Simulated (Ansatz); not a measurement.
# What CsBiSe3 (model cell, started as cubic perovskite with Bi in the octahedra) distorts into, part 3 of 3

Aim: this structure of CsBiSe3 (model cell, started as cubic perovskite with Bi in the octahedra) is to be tested for unstable modes, and one is followed downhill.

Ansatz 0.2.0; DFT PBE, scalar-relativistic, plane waves, PAW; PAW set soft_1.

So far. Step 5 (Energy along the mode, all amplitudes (two of the runs …): The lowest of the steps tried is the last one, at 0.6 Å, 12.7 meV/atom below the parent; the bottom of the well need not coincide with a step. Step 7 (The new phase in its own primitive cell): The largest force component left is 0.79 meV/Å and the pressure is 0.000 GPa, within the tolerances set. The cell now holds 33.41 Å³/atom. The relaxed cell has a, b, c = 7.978, 4.590, 9.123 Å (conventional setting).

The structure was built from a prototype and need not be the compound's stable phase.

**8. Modes of the new phase, k-mesh 6×8×4**

A relaxed structure may still be a saddle point, so its zone-centre modes are computed. No field response is asked, since the mesh shows no gap.

The input, input.yaml:

```yaml
crystal:
  lattice:
    - [7.977706103, 0.0, 0.0]
    - [0.0, 4.5901528265, 0.0]
    - [0.0, 0.0, 9.1234564253]
  atoms:
    - { symbol: Cs, position: [0.75, 0.0, 0.7125455099] }
    - { symbol: Cs, position: [0.25, 0.0, 0.2874544901] }
    - { symbol: Bi, position: [0.25, 0.5, 0.7175730967] }
    - { symbol: Bi, position: [0.75, 0.5, 0.2824269033] }
    - { symbol: Se, position: [0.5, 0.5, 0.0] }
    - { symbol: Se, position: [0.0, 0.5, 0.5] }
    - { symbol: Se, position: [0.5, 0.5, 0.5] }
    - { symbol: Se, position: [0.0, 0.5, 0.0] }
    - { symbol: Se, position: [0.25, 0.0, 0.9166047354] }
    - { symbol: Se, position: [0.75, 0.0, 0.0833952646] }
kpoints:
  mp_grid: { grid: [6, 8, 4] }
hamiltonian:
  xc: pbe
  pseudopotentials: { kind: paw, azcp: { folder: soft_1 } }
scf:
  occupations: { method: methfessel_paxton, width: 0.2 }
output:
  eigenvalues: true
phonons:
  method: dfpt
```

The run is started by

```
> ansatz run input.yaml --threads 4 --pin off --max-ram 16384MiB --backend cpu --events-out ev --progress --plain --runs-dir out
```

Numbers of over 12 decimals in the logs are rounded to 6 here.

What it wrote:

```text
zone centre: on kpoints.mp_grid the ground state, and the responses unless they are solved on pairs of k-points, stand on 70 of the mesh's 192 k-points, reduced under 2 symmetry operations, with k and −k counted as one. Each operation leaves every solved displacement unchanged or reverses it
[...]
Crystal: 10 atoms, lattice volume = 334.091 Å³
Basis set: ecut = 420 eV, 6583 PW (Γ), exchange–correlation on 108×64×128 points (8 copies of the dense FFT grid, shifted against one another)
Bands: 87, of which v1, the nominal top of the filled ones, is band 72 counted from 1 (71 counted from 0)
Symmetry: 8 space group operations
k-points: 70 of 192 (irreducible under 2 space group operations, time reversal used)
[...]
SCF iter   1: F=—  HF=-68964.697014 eV  |F-HF|=—  |Δ(HF+E_count)|=         —  Δρ=3.81e-2  dr2=2.53e1  ethr=3.10e-3  ⟨swp⟩=6.6  Hψ=23841  notcnv=0
[...]
SCF iter  12: F=-68958.715598 eV  HF=-68958.715598 eV  |F-HF|=1.46e-11  |Δ(HF+E_count)|=  7.28e-11  S|Δr|=    0.00e0  Δρ=4.66e-8  dr2=8.15e-12  ethr=1.00e-12  ⟨swp⟩=13.5  Hψ=38677  notcnv=0
SCF 1 converged in 12 iterations: F = -68958.715598 eV  dr2 = 8.15e-12
[...]
DFPT response loops at Γ: preconditioner auto → Kerker (q_TF=auto, 2.371 Å⁻¹) (partly filled bands, converged f_vac=0.069); β = 1.00, the filter's whole step (`scf.mixing.beta` (0.50) is not read by the response loops under this deck's `scf.mixing.preconditioner`; to damp them name `kerker` or `kerker_dos`, under which they read `scf.mixing.beta`, and type it under 1.00, their step now; both keys bind the ground state too); Broyden in place of MSR1
SCF converged after 12 iterations
[...]
Free energy (F): -68958.715598 eV
[...]
Internal energy: -68958.711362 eV  (E = F + TS)
E sigma→0 (E₀):  -68958.714539 eV
Entropy (-TS):   -0.004236 eV (-0.424 meV/atom)
Fermi energy:    6.599355 eV
[...]
--- Band table (eV; the first three rows and the last of 70) ---
  k-point 0: bands = [... 68 lower, 5.6017, 5.8169, 6.1894, 6.7223, 6.8851, 6.9142, 7.1757, 7.4792, ... 11 higher]
  k-point 1: bands = [... 68 lower, 5.4661, 5.8085, 6.1871, 6.1986, 6.6458, 7.3638, 7.5681, 7.9689, ... 11 higher]
  k-point 2: bands = [... 68 lower, 5.6035, 5.7999, 5.8596, 6.1920, 6.3777, 7.4447, 8.1589, 8.7498, ... 11 higher]
  k-point 69: bands = [... 68 lower, 5.4905, 5.4905, 6.6313, 6.6313, 7.1852, 7.1852, 8.4136, 8.4136, ... 11 higher]
--- Phonons (Γ-DFPT): 15 representative perturbations + reference, on 70 of 192 k-points (Σ response iterations 54) ---
  k mesh reduced under 2 symmetry operations, with k and −k counted as one. Each operation leaves every solved displacement unchanged or reverses it
  ASR residual: 2.435e-4 → 0.000e0 eV/Å²; symmetrization residual: 4.966e-5 eV/Å²
  ASR residual per site (eV/Å²): 7.50e-5 7.50e-5 2.43e-4 2.43e-4 1.27e-4 7.71e-5 7.71e-5 1.27e-4 4.93e-5 4.93e-5
  Γ frequencies (cm⁻¹): -103.52 -77.24 -72.73 -35.59 0.00 0.00 0.00 21.28 25.45 32.76 49.74 51.08 51.24 54.53 55.13 55.77 60.17 77.28 77.31 78.84 83.25 87.58 91.37 99.75 101.22 109.43 120.54 122.98 139.43 159.28
  non-analytic LO–TO correction: not included (Born effective charges unavailable; polar crystals: no LO–TO splitting at Γ)
```

Wall time 24 min (4 threads of Arm Neoverse V1, shared host); peak memory 6.1 GiB.

This step gave:

- sum-rule residual before enforcement: 2.43e-4 eV/Å²
- point group: mmm
- highest optical mode at the zone centre (no LO-TO term): 159.3 cm⁻¹
- lowest optical zone-centre mode: -103.5 cm⁻¹

Patterns of degenerate modes are one choice out of their space. Modes at Γ, with each element's share of the kinetic energy (negative means imaginary):

```tsv
mode	frequency (cm⁻¹)	symmetry	Cs %	Bi %	Se %
1	-103.5	B3g	0	9	91
2	-77.2	Au	0	0	100
3	-72.7	B1u	1	4	95
4	-35.6	B3u	3	24	73
5	0.0	acoustic	23	36	41
6	0.0	acoustic	23	36	41
7	0.0	acoustic	23	36	41
8	21.3	B1u	13	50	37
9	25.4	B2u	39	18	44
10	32.8	B3u	45	30	25
11	49.7	B2g	91	8	1
12	51.1	B3g	100	0	0
13	51.2	B2g	0	6	94
14	54.5	B2u	0	25	75
15	55.1	Ag	62	21	17
16	55.8	B3u	0	0	100
17	60.2	Au	0	0	100
18	77.3	B1u	29	1	70
19	77.3	B3u	0	2	97
20	78.8	B2u	38	0	62
21	83.2	B3g	0	91	9
22	87.6	B3u	28	0	72
23	91.4	B2g	9	86	5
24	99.8	B1u	26	2	72
25	101.2	Ag	36	54	10
26	109.4	B3u	1	7	92
27	120.5	B1u	7	7	86
28	123.0	B2u	0	21	79
29	139.4	Ag	2	25	73
30	159.3	B1u	1	1	99
```

Displacements in mode 1 (-103.5 cm⁻¹), the largest set to 1:
```
Cs1  0.00  0.01  0.00
Cs2  0.00 -0.01  0.00
Bi3  0.00  0.20  0.00
Bi4  0.00 -0.20  0.00
Se5  0.00  0.00  0.00
Se6  0.00  0.00  0.00
Se7  0.00  0.00  0.00
Se8  0.00  0.00  0.00
Se9  0.00  1.00  0.00
Se10 0.00 -1.00  0.00
```

Displacements in mode 26 (109.4 cm⁻¹), the largest set to 1:
```
Cs1 -0.10  0.00  0.00
Cs2 -0.10  0.00  0.00
Bi3 -0.23  0.00  0.00
Bi4 -0.23  0.00  0.00
Se5 -0.28  0.00 -0.60
Se6  1.00  0.00  0.61
Se7  1.00  0.00 -0.61
Se8 -0.28  0.00  0.60
Se9  0.06  0.00  0.00
Se10 0.06  0.00  0.00
```

Before it was imposed, the acoustic sum rule was missed by 2.4e-4 eV/Å². Small misses are needed for a sound result but don't prove that mesh and cutoff are converged. The lowest optical mode is imaginary, 103.5i cm⁻¹, so the energy falls along it.

**9. Outcome**

```yaml
unstable_mode_of_the_parent: q = (0, -0.5, -0.5), 59i cm⁻¹
depth_at_the_lowest_point_sampled: 12.7 meV/atom
largest_atomic_shift_at_that_point: 0.6 Å
space_group_reached_within_0p01_a: Pmma
energy_gained_over_the_parent_first_relaxation_on_the_mesh_of_the_frozen_mode: 103 meV/atom
volume_per_atom_phase_reached: 33.4 Å³
lowest_optical_zone_centre_mode_phase_reached: -104 cm⁻¹
highest_optical_mode_at_the_zone_centre_no_lo_to_term_phase_reached: 159 cm⁻¹
```

What this shows: Along this mode the structure falls into Pmma, 103 meV/atom below the parent. At the parent's cell the well is 12.71 meV/atom deep on the steps tried, with its lowest point at a shift of 0.6 Å. That is the last step tried, so the steps alone don't bracket the bottom of the well. Relaxing atoms and cell changes the gain by +90.04 meV/atom against the lowest step (energies at zero smearing). Most of the total comes from this relaxation. The new phase still has an imaginary mode at the zone centre of its cell, so it is a saddle point on the way to a lower structure. Of the 4 patterns followed to their end from this parent, this one reaches the lowest energy. Each path keeps the symmetry of its pattern, so a lower phase may lie along a pattern not tried. With no gap, or one that is small against the smearing, the frequencies hang on the k mesh and the smearing, most of all near Kohn anomalies. Spin-orbit coupling is left out, which can matter for the heavy elements here. The starting cell was built on a prototype and not taken from a measurement, so the phase need not exist.

[Logs are printed without paths, hosts, clocks, repeated set-up lines and the standing remarks that a program may print on its own settings, such as how far it seeks lower states.]

[Hosts, paths, dates, database ids (printed as entryN), source tags and the programs' standing remarks are cut or masked in the printed files.]
